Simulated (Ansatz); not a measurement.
## CdSe (P6_3mc): how ε∞ follows the gap

The empty bands of CdSe (P6_3mc) are shifted up rigidly by Δ, and ε∞ along x is computed for each shift. x, y and z are the Cartesian axes of the input cell.

Cell: a, b, c = 4.300, 4.300, 7.020 Å (primitive vectors), 4 atoms.

Method: Ansatz 0.2.0, PBE, independent particles, k-mesh 6×6×3 with interpolation inside its cells, Gaussian parameter 0.1 eV.

Launch of the response step: `ansatz run input.yaml --threads 4 --pin off --max-ram 8192MiB --backend cpu --events-out ev --progress --plain --runs-dir out`. The series took 4.5 min in all, on 4 threads of Arm Neoverse V2, on a shared host.

| Δ (eV) | ε∞ along x |
| --- | --- |
| 0.00 | ? |
| 0.40 | 7.163 |
| 0.80 | 6.644 |
| 1.20 | 6.229 |
| 1.60 | 5.883 |
| 2.00 | 5.589 |

With one effective transition at E₀ and fixed dipole strength, ε∞ − 1 = A/(E₀ + Δ), so 1/(ε∞ − 1) is linear in Δ.

Working, on the rows shown:

| x = Δ (eV) | y = 1/(ε∞ − 1) |
| --- | --- |
| 0.4 | 0.162259 |
| 0.8 | 0.177179 |
| 1.2 | 0.191241 |
| 1.6 | 0.204792 |
| 2 | 0.217912 |

Means: x̄ = 1.2, ȳ = 0.19068. Σ(x − x̄)(y − ȳ) = 0.05557, Σ(x − x̄)² = 1.6. Slope = 0.05557 / 1.6 = 0.03473; intercept = ȳ − slope · x̄ = 0.149. Turned back into ε∞ along x, the line misses the rows shown by at most 0.024.

Task: Fill in the last column of the withheld row.

Result: At x = 0 the line gives y = 0.149, that is 7.711. The run gave 7.854, so the extrapolation is off by 0.14, 6 % of the range in the table. Beyond its data the fit drifts from the curve.

Refitted with all rows, the slope is 0.03584 and the intercept 0.14738. These give E₀ = intercept/slope = 4.1 eV, far above the least direct gap of 0.70 eV: most of the screening comes from transitions well over the edge. Over the first step ε∞ falls by 22 % per eV. The cell comes from an older database entry, whose edges can be off by a per cent or so. Excitons are left out and so are local fields; PBE gaps are as a rule too small. Spin-orbit coupling is left out.
